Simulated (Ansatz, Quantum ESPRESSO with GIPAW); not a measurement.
**23Na and 35Cl NMR of NaCl, calculated**

Wanted: NMR shieldings for each site of NaCl.

Method: DFT, PBE, plane-wave PAW (pslibrary 1.0.0 recipes), scalar-relativistic, GIPAW; a patched development version of the program, in Quantum ESPRESSO with GIPAW 8.0dev (patched build).

Most raw output is cut from this account.

The database entry behind the starting cell differs from later determinations by our own check (an axis about 0.4 % short against later determinations), so it need not match the best structure at ambient conditions.

### Step 1. Set-up

The structure is cubic, space group Fm-3m (No. 225). Conventional cell: a = 5.620 Å, b = 5.620 Å, c = 5.620 Å, α = 90.00°, β = 90.00°, γ = 90.00°. Cl has 6 Na at 2.81 Å nearest. Nearest to Na lie 6 Cl at 2.81 Å. Farther neighbours and most contacts between anions are not listed.

The cell is an entry of the Crystallography Open Database; it need not be the form that is stable at ambient conditions.

### Step 2. The SCF step

GIPAW is a response on top of the ground state, so the wavefunctions come first. Their errors pass straight into the induced current, hence the tight threshold. No empty states are asked for: the response is solved without them. The mesh has a spacing of 0.33 Å⁻¹ at most. The PAW files were made with ld1.x from the pslibrary 1.0.0 recipes, with GIPAW reconstruction switched on.

scf.in reads:

```
&control
  calculation = 'scf'
  prefix = 'x'
  outdir = './tmp/'
  pseudo_dir = './'
/
&system
  ibrav = 0
  nat = 2
  ntyp = 2
  ecutwfc = 75
  ecutrho = 450
  nbnd = 8
/
&electrons
  conv_thr = 1.0d-10
  mixing_beta = 0.7
  electron_maxstep = 100
/
ATOMIC_SPECIES
  Cl 35.450 Cl.pbe-n-kjpaw_psl.1.0.0-gipaw.UPF
  Na 22.990 Na.pbe-spn-kjpaw_psl.1.0.0-gipaw.UPF
CELL_PARAMETERS angstrom
  0.00000000 2.81000000 2.81000000
  2.81000000 0.00000000 2.81000000
  2.81000000 2.81000000 0.00000000
ATOMIC_POSITIONS crystal
  Cl 0.50000000 0.50000000 0.50000000
  Na 0.00000000 0.00000000 0.00000000
K_POINTS automatic
  6 6 6 0 0 0
```

Run with:

```bash
$ mpirun -np 4 pw.x -nk 4 -in scf.in > scf.out
```

The job ended after 8.2 s (4 MPI ranks of Intel Xeon 6975P-C (Granite Rapids), shared host; peak memory 0.44 GiB).

It converged in 19 cycles to an estimated accuracy of 7e-11 Ry, on 16 irreducible k-points.

### Step 3. Magnetic response

The job finds the current that a weak uniform field induces (applied as a long wave, q_gipaw) and the field that this current makes at each nucleus. On atoms with p or d valence electrons much of the paramagnetic part arises close to the nucleus, where the PAW partial waves rebuild the true states. pawproj makes the reconstruction use the PAW data sets' own projectors.

nmr.in reads:

```
&inputgipaw
  job = 'nmr'
  prefix = 'x'
  tmp_dir = './tmp/'
  restart_mode = 'from_scratch'
  verbosity = 'low'
  q_gipaw = 0.01
  spline_ps = .true.
  conv_threshold = 1.0d-14
  use_nmr_macroscopic_shape = .false.
  pawproj(1) = .true.
  pawproj(2) = .true.
/
```

Run with:

```bash
$ mpirun -np 4 gipaw.x -in nmr.in > nmr.out
```

Wall time 51 s (4 MPI ranks); peak memory 0.35 GiB; 3.4 min of CPU time.

The f-sum rule is met to 0.0024 of 14.5 (0.02 %). Converged shieldings require that this miss be small, but a small miss does not prove them.

From the symmetric part of each tensor, with principal values σ11 ≤ σ22 ≤ σ33: σ_iso is their mean, the span is σ33 − σ11 and the skew 3(σ_iso − σ22)/span. (gipaw.x prints an anisotropy in another convention.)

```tsv
site	atom no.	atoms in cell	σ_iso (ppm)	span (ppm)	skew
Cl	1	1	963.6	0.0	-
Na	2	1	537.1	0.0	-
```

The macroscopic shape term is switched off. For a spherical sample the valence susceptibility of this run would add about 9 ppm to every site, a rough estimate, since the susceptibility converges slowly and lacks part of the PAW terms. Differences within the crystal don't depend on it, but shieldings of different compounds can't be compared to better than a few ppm without it.

Cl and Na sit on cubic site symmetry, where the tensor must be isotropic.

How the isotropic values are made up (ppm). The core part is that of the free atom's core; bare is the current of the smooth valence states; the last two are what the PAW spheres add to the diamagnetic and the paramagnetic current:

```tsv
site	core	bare	reconstruction, dia	reconstruction, para
Cl	1050.8	85.9	-8.1	-165.0
Na	377.3	124.2	108.4	-72.7
```

The quadrupolar nuclei (23Na and 35Cl) sit on sites where the field gradient vanishes by symmetry, so they have no quadrupolar coupling.

### Step 4. From shieldings to shifts

Covalently bonded atoms count as neighbours within 1.18 times the sum of their radii. Otherwise a cation's neighbours lie within 1.2 times its shortest bond (1.3 for large cations, each anion's radius taken off where they differ), and an anion's are the cations that count it.

```tsv
site	atom no.	atoms in cell	surroundings	bonds (Å)	σ_iso (ppm)
Cl	1	1	bound to Na6	2.810	963.6
Na	2	1	NaCl6	2.810	537.1
```

### Step 5. Cost against result

Each row names what was changed: another mesh tests the sampling of the zone; another functional shows how far the paramagnetic term hangs on the exchange-correlation form; another cutoff tests the basis.

Changes of σ_iso (ppm) against the run above (PBE, cutoffs 75 and 450 Ry, mesh 6×6×6, 3.9 min). Times are CPU times of pw.x and gipaw.x together, on 4 MPI ranks of Intel Xeon 6975P-C (Granite Rapids), shared host; on a shared host they are rough. A run is marked as doubtful where the f-sum miss passes 0.015 electrons, or that much for each three atoms in larger cells (with Tl, Pb, Hg, Bi or Sn a third of that, or a mesh spacing over 0.26 Å⁻¹), or where the susceptibility is unphysically large.

```tsv
run	CPU time	f-sum miss	Cl	Na
mesh 7×7×7	4.3 min	0.0018	+0.6	+0.1
LDA	3.2 min	0.0028	-36.4	-10.3
cutoffs 55 and 330 Ry (coarse on purpose)	1.7 min	0.011	-0.0	-2.4
mesh 4×4×4 (marked)	1.9 min	0.026	-16.0	-1.8
Wu-Cohen	3.4 min	0.0026	-11.0	-1.3
cutoffs 90 and 540 Ry	3.6 min	5.0e-4	+0.0	+1.5
```

The largest move is -36.4 ppm, on Cl, from LDA.

### Step 6. A run with a fault

One more run, with a slip of the kind that is easily made.

Changes to scf.in since step 2:

```diff
@@ -20,4 +20,4 @@
 ATOMIC_SPECIES
-  Cl 35.450 Cl.pbe-n-kjpaw_psl.1.0.0-gipaw.UPF
-  Na 22.990 Na.pbe-spn-kjpaw_psl.1.0.0-gipaw.UPF
+  Cl 35.450 Cl.pbe-n-kjpaw_psl.1.0.0.UPF
+  Na 22.990 Na.pbe-spn-kjpaw_psl.1.0.0.UPF
 CELL_PARAMETERS angstrom
```

Run with:

```bash
$ mpirun -np 4 pw.x -nk 4 -in scf.in > scf.out
```

This SCF reached its threshold; then the response:

Changes to nmr.in since step 3:

```diff
@@ -10,4 +10,2 @@
   use_nmr_macroscopic_shape = .false.
-  pawproj(1) = .true.
-  pawproj(2) = .true.
 /
```

Run with:

```bash
$ mpirun -np 4 gipaw.x -in nmr.in > nmr.out
```

Run time: 44 s. Hardware: 4 MPI ranks; peak memory 0.34 GiB.

The run ends without an error, but the fault (files without GIPAW data) moves σ_iso of Cl by -877.7 ppm (both without the shape term); the f-sum rule is missed by 0.0024 electrons. Its numbers are not to be used. Without partial waves and core orbitals the core and reconstruction terms are missing.

### Step 7. Outcome

| Property | Result |
| --- | --- |
| 23Na shielding without shape term | 537.1 ppm |
| 35Cl shielding without shape term | 963.6 ppm |

23Na has one site (NaCl6), with isotropic shielding 537.1 ppm (shape term left out). A shift needs a reference, δ = σ_ref − σ, fixed on measured compounds; for 23Na of this kind at this level too few were at hand, or they scattered too widely about a line, so none is given. Going to mesh 7×7×7 changes no isotropic shielding by more than 0.63 ppm, so the main run is converged in that respect. Going to cutoffs 90 and 540 Ry changes no isotropic shielding by more than 1.5 ppm, a first measure of the error left in that respect. The cheaper run with cutoffs 55 and 330 Ry takes about 45 % of the time and is off by 2.4 ppm on Na. The largest change with the functional is 36.4 ppm in absolute shielding; part of that drops out once each functional has its own reference line. This build of gipaw.x prints that it is not audited and that its numbers are no references by themselves. It also reports spline_ps as false although the input sets it; why was not traced.

[Logs are printed without paths, hosts, clocks, repeated set-up lines and the standing remarks that a program may print on its own settings, such as how far it seeks lower states.]

[Hosts, paths, dates, database ids (printed as entryN), source tags and the programs' standing remarks are cut or masked in the printed files.]

[Where no reference line passes its bar on scatter, no shift is given, so a measured shift of this compound may stand uncompared.]
